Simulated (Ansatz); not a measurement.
# The perfect Au wire along [100], 4 atoms a period

Wanted: the relaxed geometry and the bands of the Au wire along [100], 4 atoms a period.

Calculated with Ansatz 0.2.0; DFT PBE, plane waves, PAW; relaxation of a wire's period; PAW set soft_1, in the first sound run; inputs show where later runs differ.

## (1) Set-up

The cell holds 4 atoms: 4 Au. Cell: a = 8.880 Å, b = 8.880 Å, c = 4.160 Å, α = 90.0°, β = 90.0°, γ = 90.0°. Vacuum lies along a and b. The structure's axis is c.

## (2) The relaxed wire

Band widths follow the bond lengths, so the wire is relaxed first. The atoms and the third cell vector are free; the box across stays fixed as vacuum. A Fermi-Dirac smearing is set since the result may be a metal. The pressure printed is a third of the stress's trace over the whole box, vacuum included; only the stress along the axis is relaxed.

input.yaml

```yaml
crystal:
  lattice:
    - [8.88, 0.0, 0.0]
    - [0.0, 8.88, 0.0]
    - [0.0, 0.0, 4.16]
  atoms:
    - { symbol: Au, position: [0.382882883, 0.382882883, 0.0] }
    - { symbol: Au, position: [0.617117117, 0.617117117, 0.0] }
    - { symbol: Au, position: [0.382882883, 0.617117117, 0.5] }
    - { symbol: Au, position: [0.617117117, 0.382882883, 0.5] }
kpoints:
  mp_grid: { grid: [1, 1, 20] }
scf:
  occupations: { method: fermi_dirac, width: 0.05 }
hamiltonian:
  xc: pbe
  pseudopotentials: { kind: paw, azcp: { folder: soft_1 } }
relax:
  cell: { fix: [a, b, alpha, beta, gamma] }
  max_steps: 45
  f_tol: 0.03
```

Run with:

```sh
$ ansatz run input.yaml --threads 4 --pin off --max-ram 16384MiB --backend cpu --events-out ev --progress --plain --runs-dir out
```

Numbers of over 12 decimals in the logs are rounded to 6 here.

The log of the run:

```text
Engine: ansatz 0.2.0, x86_64-unknown-linux-gnu
Pseudopotentials: kind: paw
Pseudopotential: Au, paw, valence charge 19, recommended cutoff 420 eV (normal), soft_1/Au.paw.azcp
Functional definition: PBE
  parameter kappa = 0.804
  parameter beta = 0.066725
  exchange = pbe_x(kappa = kappa, mu = beta*pi^2/3)
  correlation = pbe_c(beta = beta)
Crystal: 4 atoms, lattice volume = 328.034 Å³
Basis set: ecut = 420 eV, 6381 PW (Γ), exchange–correlation on 120×120×60 points (8 copies of the dense FFT grid, shifted against one another)
Bands: 46, of which v1, the nominal top of the filled ones, is band 38 counted from 1 (37 counted from 0)
Symmetry: 16 space group operations
Space group: P42/mcm (ITA 132), of the structure as read, at distance tolerance 6.9e-5 Å
k-points: 11 of 20
Non-local potential: Au, projectors of the file, l = 0: 3, l = 1: 2, l = 2: 2, l = 3: 1
PAW form: soft (Blöchl's): semilocal exchange-correlation on the pseudo side does not see the compensation charge
PAW one-centre angular grid: Au, 590 points (default); XC on 64 Gauss nodes
Initial density: superposition of atomic densities (neutral atoms: chi_scale 0, normalization atom)
Initial wavefunctions: pseudopotential atomic-orbital guess
Functional: x = pbe(κ = 0.804, μ = 0.219515), c = pbe(β = 0.066725)
iter 1 solved again at ethr=2.32e-3 eV; its pass at ethr=3.10e-3 eV (dr2=1.76e0 eV) is discarded
SCF iter   1: F=—  HF=-52600.489553 eV  |F-HF|=—  |Δ(HF+E_count)|=         —  Δρ=1.97e-2  dr2=1.83e0  ethr=2.32e-3  ⟨swp⟩=1.0  Hψ=2615  notcnv=0
preconditioner: auto → LDOS  [metal: Δε(μ)=0.053 eV  Ē_g=6.012 eV  σ=0.050 eV  W_gap=0.26  n_scr=54 (ndim 8)  ℏωp=13.6 eV  f_vac=0.628  D(μ)=3.38/eV (n_scr^D=8)  β→1.0]
SCF iter   2: F=—  HF=-52600.481418 eV  |F-HF|=—  |Δ(HF+E_count)|=   8.14e-3  Δρ=2.02e-2  dr2=1.72e0  ethr=2.32e-3  ⟨swp⟩=3.0  Hψ=1136  notcnv=0
SCF iter   3: F=—  HF=-52599.985294 eV  |F-HF|=—  |Δ(HF+E_count)|=   4.96e-1  Δρ=2.27e-3  dr2=2.26e-2  ethr=2.26e-3  ⟨swp⟩=2.0  Hψ=905  notcnv=0  defer=19
SCF iter   4: F=—  HF=-52599.985658 eV  |F-HF|=—  |Δ(HF+E_count)|=   3.64e-4  Δρ=1.23e-3  dr2=9.60e-3  ethr=2.97e-5  ⟨swp⟩=2.1  Hψ=907  notcnv=0  defer=17
SCF iter   5: F=—  HF=-52599.984477 eV  |F-HF|=—  |Δ(HF+E_count)|=   1.18e-3  Δρ=3.37e-4  dr2=2.96e-4  ethr=1.26e-5  ⟨swp⟩=2.0  Hψ=789  notcnv=0  defer=17
SCF iter   6: F=—  HF=-52599.984723 eV  |F-HF|=—  |Δ(HF+E_count)|=   2.46e-4  Δρ=7.87e-5  dr2=1.71e-5  ethr=3.89e-7  ⟨swp⟩=2.0  Hψ=758  notcnv=0  defer=17
SCF iter   7: F=—  HF=-52599.984733 eV  |F-HF|=—  |Δ(HF+E_count)|=   9.60e-6  Δρ=1.22e-5  dr2=3.38e-7  ethr=2.25e-8  ⟨swp⟩=2.0  Hψ=740  notcnv=0  defer=17
SCF iter   8: F=-52599.984733 eV  HF=-52599.984733 eV  |F-HF|=2.66e-9  |Δ(HF+E_count)|=   5.77e-7  Δρ=3.47e-6  dr2=2.84e-8  ethr=1.32e-10  ⟨swp⟩=5.0  Hψ=1752  notcnv=0
SCF 1 converged in 8 iterations: F = -52599.984733 eV  dr2 = 2.84e-8
  greatest PAW one-centre occupation: 1.000 electrons in one spin orbital (limit 2), on the Au atom at site 3 (counted from 0), in its partial waves of l = 0
relax step   1: F+E_penalty+E_count = -52599.98473334 eV  Δ(F+E_penalty+E_count) = +0.000e0 eV  max|allowed force component| = 7.533e-1 eV/Å  Δτ_max = 0.0000 Å  P = -2.138 GPa  Ω = 328.034 Å³  fix = [a, b, alpha, beta, gamma]  reactions: a -1.450, b -1.450 GPa  (8 SCF iters, dr2 threshold 1.00e-7 eV, accepted)
Crystal: 4 atoms, lattice volume = 312.048 Å³
Basis set: ecut = 420 eV, 6101 PW (Γ), exchange–correlation on 120×120×60 points (8 copies of the dense FFT grid, shifted against one another)
Initial density: handed on by an earlier stage of this run
Initial wavefunctions: those handed on with the density
iter 1 solved again at ethr=1.49e-4 eV; its pass at ethr=3.10e-3 eV (dr2=1.13e-1 eV) is discarded
SCF iter   1: F=—  HF=-52600.305554 eV  |F-HF|=—  |Δ(HF+E_count)|=         —  Δρ=5.14e-3  dr2=1.12e-1  ethr=1.49e-4  ⟨swp⟩=2.4  Hψ=2552  notcnv=0
preconditioner: auto → LDOS  [insulator: Δε(μ)=0.165 eV  Ē_g=6.776 eV  σ=0.050 eV  W_gap=0.62  n_scr=54 (ndim 8)  ℏωp=13.9 eV  f_vac=0.639  D(μ)=2.28/eV (n_scr^D=8)  ε∞_Penn≈5.2  β→1.0]
SCF iter   2: F=—  HF=-52600.311888 eV  |F-HF|=—  |Δ(HF+E_count)|=   6.33e-3  Δρ=5.44e-3  dr2=1.36e-1  ethr=1.47e-4  ⟨swp⟩=3.4  Hψ=1159  notcnv=0
SCF iter   3: F=—  HF=-52600.279581 eV  |F-HF|=—  |Δ(HF+E_count)|=   3.23e-2  Δρ=8.14e-4  dr2=1.15e-3  ethr=1.47e-4  ⟨swp⟩=2.5  Hψ=925  notcnv=0  defer=12
SCF iter   4: F=—  HF=-52600.279628 eV  |F-HF|=—  |Δ(HF+E_count)|=   4.76e-5  Δρ=3.04e-4  dr2=4.21e-4  ethr=1.52e-6  ⟨swp⟩=2.0  Hψ=957  notcnv=0  defer=12
SCF iter   5: F=—  HF=-52600.279533 eV  |F-HF|=—  |Δ(HF+E_count)|=   9.51e-5  Δρ=8.28e-5  dr2=3.07e-5  ethr=5.54e-7  ⟨swp⟩=2.0  Hψ=737  notcnv=0  defer=12
SCF iter   6: F=—  HF=-52600.279578 eV  |F-HF|=—  |Δ(HF+E_count)|=   4.54e-5  Δρ=2.06e-5  dr2=1.31e-6  ethr=4.04e-8  ⟨swp⟩=2.1  Hψ=735  notcnv=0  defer=12
SCF iter   7: F=-52600.279579 eV  HF=-52600.279579 eV  |F-HF|=2.70e-8  |Δ(HF+E_count)|=   1.92e-8  Δρ=3.50e-6  dr2=1.40e-8  ethr=5.26e-10  ⟨swp⟩=5.0  Hψ=1723  notcnv=0
SCF 2 converged in 7 iterations: F = -52600.279579 eV  dr2 = 1.40e-8
relax step   2: F+E_penalty+E_count = -52600.27957853 eV  Δ(F+E_penalty+E_count) = -2.948e-1 eV  max|allowed force component| = 7.856e-1 eV/Å  Δτ_max = 0.1260 Å  P = +1.076 GPa  Ω = 312.048 Å³  energy of the carried Pulay correction = +1.208e-3 eV  fix = [a, b, alpha, beta, gamma]  reactions: a +1.620, b +1.620 GPa  (7 SCF iters, dr2 threshold 4.00e-7 eV, accepted)
Crystal: 4 atoms, lattice volume = 304.076 Å³
Basis set: ecut = 420 eV, 5949 PW (Γ), exchange–correlation on 120×120×60 points (8 copies of the dense FFT grid, shifted against one another)
iter 1 solved again at ethr=3.58e-5 eV; its pass at ethr=3.10e-3 eV (dr2=2.72e-2 eV) is discarded
SCF iter   1: F=—  HF=-52600.503043 eV  |F-HF|=—  |Δ(HF+E_count)|=         —  Δρ=2.62e-3  dr2=2.76e-2  ethr=3.58e-5  ⟨swp⟩=2.4  Hψ=2474  notcnv=0
preconditioner: auto → LDOS  [insulator: Δε(μ)=0.241 eV  Ē_g=6.780 eV  σ=0.050 eV  W_gap=0.72  n_scr=54 (ndim 8)  ℏωp=14.1 eV  f_vac=0.624  D(μ)=1.86/eV (n_scr^D=8)  ε∞_Penn≈5.3  β→1.0]
SCF iter   2: F=—  HF=-52600.514525 eV  |F-HF|=—  |Δ(HF+E_count)|=   1.15e-2  Δρ=2.79e-3  dr2=6.88e-2  ethr=3.58e-5  ⟨swp⟩=3.6  Hψ=1379  notcnv=0  recentre
SCF iter   3: F=—  HF=-52600.497946 eV  |F-HF|=—  |Δ(HF+E_count)|=   1.66e-2  Δρ=6.26e-4  dr2=1.15e-3  ethr=3.58e-5  ⟨swp⟩=3.2  Hψ=1163  notcnv=0
SCF iter   4: F=—  HF=-52600.497873 eV  |F-HF|=—  |Δ(HF+E_count)|=   7.36e-5  Δρ=1.35e-4  dr2=5.60e-5  ethr=1.51e-6  ⟨swp⟩=2.0  Hψ=797  notcnv=0
[...]
relax step   5: F+E_penalty+E_count = -52600.89445313 eV  Δ(F+E_penalty+E_count) = -2.207e-1 eV  max|allowed force component| = 1.510e-1 eV/Å  Δτ_max = 0.0456 Å  P = -0.289 GPa  Ω = 272.411 Å³  energy of the carried Pulay correction = +4.702e-3 eV  fix = [a, b, alpha, beta, gamma]  reactions: a +0.508, b +0.508 GPa  (6 SCF iters, dr2 threshold 4.00e-7 eV, accepted)
relax step   6: F+E_penalty+E_count = -52601.18506206 eV  Δ(F+E_penalty+E_count) = -2.906e-1 eV  max|allowed force component| = 2.592e-1 eV/Å  Δτ_max = 0.0534 Å  P = -0.309 GPa  Ω = 256.009 Å³  energy of the carried Pulay correction = +6.408e-3 eV  fix = [a, b, alpha, beta, gamma]  reactions: a +0.883, b +0.883 GPa  (6 SCF iters, dr2 threshold 4.00e-7 eV, accepted)
relax step   7: F+E_penalty+E_count = -52601.55539781 eV  Δ(F+E_penalty+E_count) = -3.703e-1 eV  max|allowed force component| = 3.162e-1 eV/Å  Δτ_max = 0.0550 Å  P = -0.094 GPa  Ω = 239.608 Å³  energy of the carried Pulay correction = +8.307e-3 eV  fix = [a, b, alpha, beta, gamma]  reactions: a +1.151, b +1.151 GPa  (6 SCF iters, dr2 threshold 4.00e-7 eV, accepted)
relax step   8: F+E_penalty+E_count = -52601.90552241 eV  Δ(F+E_penalty+E_count) = -3.501e-1 eV  max|allowed force component| = 3.911e-1 eV/Å  Δτ_max = 0.0600 Å  P = +0.536 GPa  Ω = 223.440 Å³  energy of the carried Pulay correction = +1.040e-2 eV  fix = [a, b, alpha, beta, gamma]  reactions: a +1.563, b +1.563 GPa  (6 SCF iters, dr2 threshold 4.00e-7 eV, accepted)
relax step   9: F+E_penalty+E_count = -52601.94107846 eV  Δ(F+E_penalty+E_count) = -3.556e-2 eV  max|allowed force component| = 9.804e-2 eV/Å  Δτ_max = 0.0903 Å  P = +2.028 GPa  Ω = 207.738 Å³  energy of the carried Pulay correction = +1.270e-2 eV  fix = [a, b, alpha, beta, gamma]  reactions: a +0.633, b +0.633 GPa  (6 SCF iters, dr2 threshold 4.00e-7 eV, accepted)
relax step  10: F+E_penalty+E_count = -52602.02809357 eV  Δ(F+E_penalty+E_count) = -8.702e-2 eV  max|allowed force component| = 1.219e-1 eV/Å  Δτ_max = 0.0002 Å  P = -0.550 GPa  Ω = 217.119 Å³  energy of the carried Pulay correction = +1.129e-2 eV  fix = [a, b, alpha, beta, gamma]  reactions: a -0.209, b -0.209 GPa  (6 SCF iters, dr2 threshold 4.00e-7 eV, accepted)
relax step  11: F+E_penalty+E_count = -52602.04009818 eV  Δ(F+E_penalty+E_count) = -1.200e-2 eV  max|allowed force component| = 5.627e-3 eV/Å  Δτ_max = 0.0117 Å  P = +0.119 GPa  Ω = 215.338 Å³  energy of the carried Pulay correction = +1.155e-2 eV  fix = [a, b, alpha, beta, gamma]  reactions: a +0.223, b +0.223 GPa  (5 SCF iters, dr2 threshold 4.00e-7 eV, accepted)
relax step  12: F+E_penalty+E_count = -52602.04016448 eV  Δ(F+E_penalty+E_count) = -6.630e-5 eV  max|allowed force component| = 8.668e-4 eV/Å  Δτ_max = 0.0005 Å  P = +0.164 GPa  Ω = 215.195 Å³  energy of the carried Pulay correction = +1.157e-2 eV  fix = [a, b, alpha, beta, gamma]  reactions: a +0.247, b +0.247 GPa  (5 SCF iters, dr2 threshold 1.91e-8 eV, accepted)
Basis set: ecut = 420 eV, 4209 PW (Γ), exchange–correlation on 120×120×40 points (8 copies of the dense FFT grid, shifted against one another)
Initial wavefunctions: pseudopotential atomic-orbital guess (no wavefunctions were taken with the density)
iter 1 solved again at ethr=4.38e-7 eV; its pass at ethr=3.10e-3 eV (dr2=3.33e-4 eV) is discarded
SCF iter   1: F=—  HF=-52602.036914 eV  |F-HF|=—  |Δ(HF+E_count)|=         —  Δρ=2.13e-4  dr2=1.37e-5  ethr=4.38e-7  ⟨swp⟩=3.1  Hψ=3388  notcnv=0
preconditioner: auto → LDOS  [insulator: Δε(μ)=0.398 eV  Ē_g=7.583 eV  σ=0.050 eV  W_gap=0.75  n_scr=36 (ndim 8)  ℏωp=16.8 eV  f_vac=0.548  D(μ)=1.51/eV (n_scr^D=8)  ε∞_Penn≈5.9  β→1.0]
SCF iter   2: F=—  HF=-52602.036948 eV  |F-HF|=—  |Δ(HF+E_count)|=   3.42e-5  Δρ=4.37e-5  dr2=2.57e-6  ethr=1.80e-8  ⟨swp⟩=2.0  Hψ=967  notcnv=0
SCF iter   3: F=—  HF=-52602.036820 eV  |F-HF|=—  |Δ(HF+E_count)|=   1.28e-4  Δρ=2.55e-5  dr2=1.40e-6  ethr=3.38e-9  ⟨swp⟩=2.0  Hψ=925  notcnv=0
SCF iter   4: F=—  HF=-52602.036820 eV  |F-HF|=—  |Δ(HF+E_count)|=   3.77e-7  Δρ=7.51e-6  dr2=1.22e-7  ethr=1.84e-9  ⟨swp⟩=2.4  Hψ=798  notcnv=0
SCF iter   5: F=—  HF=-52602.036820 eV  |F-HF|=—  |Δ(HF+E_count)|=   3.12e-8  Δρ=1.88e-6  dr2=1.87e-8  ethr=1.60e-10  ⟨swp⟩=2.0  Hψ=754  notcnv=0
SCF iter   6: F=—  HF=-52602.036820 eV  |F-HF|=—  |Δ(HF+E_count)|=   4.73e-9  Δρ=3.05e-7  dr2=2.05e-10  ethr=2.46e-11  ⟨swp⟩=2.1  Hψ=742  notcnv=0
SCF iter   7: F=-52602.036820 eV  HF=-52602.036820 eV  |F-HF|=7.28e-12  |Δ(HF+E_count)|=  7.28e-12  Δρ=4.68e-8  dr2=3.70e-12  ethr=1.00e-12  ⟨swp⟩=5.0  Hψ=1898  notcnv=0
SCF 13 converged in 7 iterations: F = -52602.036820 eV  dr2 = 3.70e-12
relax step  13: F+E_penalty+E_count = -52602.03682000 eV  Δ(F+E_penalty+E_count) = +3.344e-3 eV  max|allowed force component| = 1.406e-3 eV/Å  Δτ_max = 0.0000 Å  P = +0.152 GPa  Ω = 215.195 Å³  fix = [a, b, alpha, beta, gamma]  reactions: a +0.236, b +0.236 GPa  stress off target by 1.50e-2 GPa on what of the cell is left free  SCF on the basis re-selected at this cell (its energy is not comparable with the rows above)  (7 SCF iters)
basis re-selected at this cell: Δ(F+E_penalty+E_count) = +3.344e-3 eV, ΔP = -0.012 GPa vs the last step (what re-selecting the basis moved, of the pressure what is left beyond the Pulay correction that the steps carried, after the strain that the cell walked since its last selection, with what the two solves' SCF thresholds leave and, on support functions, any second-order correction that the steps lacked; it is no measure of the basis error at this ecutwfc). The dense FFT grid was sized anew with the basis: this SCF ran on 60×60×20 points, the steps before it on 60×60×30, so part of this shift can come from that change (see relax.cell in the input reference). [rest of the remark cut]
SCF converged after 7 iterations
Free energy (F): -52602.036820 eV
Harris-Foulkes:  -52602.036820 eV  (|F-HF|=7.28e-12)
Internal energy: -52602.025375 eV  (E = F + TS)
E sigma→0 (E₀):  -52602.031098 eV
Entropy (-TS):   -0.011445 eV (-2.861 meV/atom)
Fermi energy:    2.902751 eV
--- Per-component energies (eV) ---
  E_band       = -2098.171862
  E_kinetic    = 2313.490712
  E_local      = -25280.994036  (includes V_loc(G=0)·N_el)
  E_nonlocal   = 393.603661
  E_hartree    = 11552.693063
  E_xc         = -856.734643
  E_vxc        = -1039.180863  (∫ρ·V_xc dr)
  E_paw        = -38929.347422  (= ΣΔE_a)
  E_vpaw       = -1590.484166  (= ΣTr[D̂ρ^β])
  E_aug_tail   = 0.006498  (compensation charges beyond the density's cutoff)
  E_ewald      = -1794.743207
  E_smearing   = -0.011445  (= −TS)
  E_closure    = -0.000000  (closes the sum)
  Σ components = -52602.036820   (vs F -52602.036820, Δ=0.00e0)
--- Forces (eV/Å), atoms counted from 1 ---
  atom   1  Au    -0.00140628    -0.00140628     0.00000000
  atom   2  Au     0.00140628     0.00140628     0.00000000
  atom   3  Au    -0.00140628     0.00140628     0.00000000
  atom   4  Au     0.00140628    -0.00140628     0.00000000
  max |Σ_I F_I| component: 6.51e-19 eV/Å
--- Stress (GPa, compression-positive) ---
        0.236002       0.000000       0.000000
        0.000000       0.236002       0.000000
        0.000000       0.000000      -0.015010
  P = ⅓ Tr σ = 0.1523 GPa (1.523 kbar)
--- Relaxed structure (12 steps of the walk, 12 accepted, 1 SCFs on fresh bases) ---
  F+E_penalty+E_count = -52602.03682000 eV   max|allowed force component| = 1.406e-3 eV/Å   (the final SCF, on the basis selected at the relaxed cell)
  cell:  # Å, volume = 215.1953 Å³
    - [8.88, 0.0, 0.0]
    - [0.0, 8.88, 0.0]
    - [0.0, 0.0, 2.729020]
  atoms:
    - { symbol: Au, position: [0.359545, 0.359545, 0.0] }
    - { symbol: Au, position: [0.640455, 0.640455, 0.0] }
    - { symbol: Au, position: [0.359545, 0.640455, 0.5] }
    - { symbol: Au, position: [0.640455, 0.359545, 0.5] }
```

It took 43 s on 4 threads of Intel Xeon Platinum 8259CL at 2.50GHz (Skylake/Cascade Lake), shared host; peak memory 0.79 GiB; 2.3 min of CPU time.

Step by step:

```csv
step,energy less that of the first step (eV),largest force component (eV/Å),pressure (GPa),volume (Å³)
1,0.0000,0.7533,-2.14,328.03
2,-0.2948,0.7856,1.08,312.05
3,-0.5132,0.0031,-0.48,304.08
4,-0.6891,0.0817,-0.42,288.38
5,-0.9097,0.1510,-0.29,272.41
6,-1.2003,0.2592,-0.31,256.01
7,-1.5707,0.3162,-0.09,239.61
8,-1.9208,0.3911,0.54,223.44
9,-1.9563,0.0980,2.03,207.74
10,-2.0434,0.1219,-0.55,217.12
11,-2.0554,0.0056,0.12,215.34
12,-2.0554,0.0009,0.16,215.20
13*,-2.0521,0.0014,0.15,215.20
```

Relaxation steps marked * repeat the geometry before them on a plane-wave basis chosen anew for their cell, so energy and pressure can jump there.

Forces are held to the 16 operations that the run works with; a distortion that breaks them can't arise in this run.

```csv
cell as run,before,after,change
c (Å),4.160,2.729,-34.4 %
```

The atoms that moved most (Å, along periodic axes as changes of fractional coordinates times the final cell, across vacuum about the mean position):

```csv
atom,dx,dy,dz,length
Au1,-0.207,-0.207,0.000,0.293
Au2,0.207,0.207,0.000,0.293
Au3,-0.207,0.207,0.000,0.293
Au4,0.207,-0.207,0.000,0.293
```

Final coordinates:

```cif
data_structure
_symmetry_space_group_name_H-M 'P 1'
_symmetry_Int_Tables_number 1
_cell_length_a 8.8800
_cell_length_b 8.8800
_cell_length_c 2.7290
_cell_angle_alpha 90.000
_cell_angle_beta 90.000
_cell_angle_gamma 90.000
_cell_volume 215.20
loop_
_atom_site_label
_atom_site_type_symbol
_atom_site_fract_x
_atom_site_fract_y
_atom_site_fract_z
_atom_site_occupancy
Au1 Au 0.35954 0.35954 0.00000 1
Au2 Au 0.64046 0.64046 0.00000 1
Au3 Au 0.35954 0.64046 0.50000 1
Au4 Au 0.64046 0.35954 0.50000 1
```

Numbers from this step:

* energy at zero smearing: -52602.0311 eV
* cell length along the wire: 2.729 Å

The cell's length comes to 2.729 Å with spin left out. That is -34 % against the start, more than a small adjustment. 6 contacts a cell pass between under 1.1 and over 1.27 times the sum of covalent radii, so the wire has rearranged from the shape that names it.

## (3) The wire at its relaxed period

This step: DFT PBE, plane waves, PAW; bands of a perfect wire; PAW set soft_1 (Ansatz 0.2.0).

At the relaxed period the bands are computed along the axis; those that cross an energy going forward count the channels that a perfect wire would open there.

input.yaml

```yaml
crystal:
  lattice:
    - [8.88, 0.0, 0.0]
    - [0.0, 8.88, 0.0]
    - [0.0, 0.0, 2.7290203873]
  atoms:
    - { symbol: Au, position: [0.359544646, 0.359544646, 0.0] }
    - { symbol: Au, position: [0.640455354, 0.640455354, 0.0] }
    - { symbol: Au, position: [0.359544646, 0.640455354, 0.5] }
    - { symbol: Au, position: [0.640455354, 0.359544646, 0.5] }
kpoints:
  mp_grid: { grid: [1, 1, 30] }
  band_path: { path: ["Γ", Z], npoints: 90 }
scf:
  occupations: { method: fermi_dirac, width: 0.05 }
hamiltonian:
  xc: pbe
  pseudopotentials: { kind: paw, azcp: { folder: soft_1 } }
output:
  dos: { e_range: [-5, 4] }
  write_potential: true
  write_density: true
  volumetric_format: npy
```

The log of the run:

```text
[...]
Crystal: 4 atoms, lattice volume = 215.195 Å³
Basis set: ecut = 420 eV, 4209 PW (Γ)
Bands: 46, of which v1, the nominal top of the filled ones, is band 38 counted from 1 (37 counted from 0)
[... 1 set-up line as in the run before ...]
[...]
k-points: 16 of 30
[...]
SCF iter   8: F=-52602.033227 eV  HF=-52602.033227 eV  |F-HF|=7.35e-10  |Δ(HF+E_count)|=   4.82e-9  Δρ=1.16e-6  dr2=1.75e-9  ethr=1.32e-10  ⟨swp⟩=10.2  Hψ=2273  notcnv=0
SCF 1 converged in 8 iterations: F = -52602.033227 eV  dr2 = 1.75e-9
[...]
NSCF: frozen V_eff on 91 k-points
WARN: The output density's exchange-correlation potential varies sharply where the density is thin. Do not read a vacuum level from v_tot or v_xc, or from such a field of the output density. On a cell that repeats whose density bears no net charge and no dipole along the vacuum's axis use v_es (v_loc + v_h of the components); under efield.dipole_correction with no amplitude use v_es + v_field, which holds any externa [...]
SCF converged after 8 iterations
Free energy (F): -52602.033227 eV
[...]
Internal energy: -52602.024482 eV  (E = F + TS)
E sigma→0 (E₀):  -52602.028854 eV
Entropy (-TS):   -0.008745 eV (-2.186 meV/atom)
Fermi energy:    2.898624 eV
[...]
--- Band table (eV; the first three rows and the last of 16) ---
  k-point 0: bands = [... 34 lower, 1.4070, 1.4838, 1.4838, 1.6347, 1.6633, 3.3795, 4.1887, 4.3716, ... 4 higher]
  k-point 1: bands = [... 34 lower, 1.4356, 1.4705, 1.4705, 1.5933, 1.6075, 3.4056, 4.2630, 4.4308, ... 4 higher]
  k-point 2: bands = [... 34 lower, 1.3785, 1.4598, 1.4813, 1.5617, 1.5617, 3.4821, 4.4675, 4.5971, ... 4 higher]
  k-point 15: bands = [... 34 lower, 1.6034, 1.6034, 4.8220, 4.8220, 6.0463, 6.0463, 7.3977, 7.3977, ... 4 higher]
```

Run time: 11 s. Hardware: 4 threads; peak memory 0.82 GiB; 39 s of CPU time.

Numbers from this step:

```
energy at zero smearing : -52602.0289 eV
band gap                : 0 eV
```

The electronic bands at the labelled points (eV, zero at the Fermi level):

```csv
point,band 36,band 37,band 38,band 39,band 40,band 41,band 42,band 43
Γ,-1.41,-1.41,-1.26,-1.24,0.48,1.29,1.47,3.81
halfway,-2.04,-1.63,-0.35,-0.35,1.71,3.61,3.75,5.69
Z,-1.30,1.92,1.92,3.15,3.15,4.50,4.50,5.67
```

Between Γ and Z the bands cross the Fermi level 3 times, so a perfect wire would conduct at least 3 G₀, with spin left out.

## (4) Summary of results

```
cell length, PBE                                            : 2.729 Å
ballistic conductance by band crossings, a lower bound, PBE : 3 G₀
```

In words: Under PBE the cell's length is 2.73 Å, and the bands cross the Fermi level 3 times between Γ and Z, which gives a perfect wire at least 3 G₀ (opposite crossings within one step of the path cancel in such a count). Spin-orbit coupling is left out, which matters for the bands of heavy atoms.

[Logs are printed without paths, hosts, clocks, repeated set-up lines and the standing remarks that a program may print on its own settings, such as how far it seeks lower states.]

[Hosts, paths, dates, database ids (printed as entryN), source tags and the programs' standing remarks are cut or masked in the printed files.]
